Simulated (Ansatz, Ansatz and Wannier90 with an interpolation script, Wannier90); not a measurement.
Planning a run of Ansatz 0.2.0 on ZnSe (Stilleite). The input:

```yaml
crystal:
  lattice:
    - [0.0, 2.8338, 2.8338]
    - [2.8338, 0.0, 2.8338]
    - [2.8338, 2.8338, 0.0]
  atoms:
    - { symbol: Zn, position: [0.0, 0.0, 0.0] }
    - { symbol: Se, position: [0.75, 0.75, 0.75] }
kpoints:
  mp_grid: { grid: [8, 8, 8] }
hamiltonian:
  xc: lda
scf:
  occupations: { method: fixed }
  n_extra_bands: 30
output:
  wannier:
    kmesh: [16, 16, 16]
    projections: [{ species: Se, l: p, shell: 4 }, { species: Zn, l: s, shell: 4 }]
    minimise: true
    write_hr: true
    seedname: w
    conv_tol: 1.0e-06
    max_iter: 20000
    stability_check: false
    disentanglement:
      window: [1.02, 16.61]
      frozen_window: [1.02, 7.99]
      conv_tol: 1.0e-08
```

```sh
ansatz run input.yaml --threads 12 --pin off --max-ram 22118MiB --backend cpu --events-out ev --progress --plain --runs-dir out
```

How long will it take on 12 threads of Arm Neoverse V2, shared host, and how much memory?

It took 16 s; on shared hardware allow 8.2 s to 33 s. Peak host memory was 3.5 GiB.

[Paths, hosts, dates, memory and timing lines, banners, echoed tables and standing remarks are left out of the program output.]

[Logs are printed without paths, hosts, clocks, repeated set-up lines and the standing remarks that a program may print on its own settings, such as how far it seeks lower states.]

[Runs of the session that timed out or met a known fault of the program may be left out.]

[Hosts, paths, dates, database ids (printed as entryN), source tags and the programs' standing remarks are cut or masked in the printed files.]
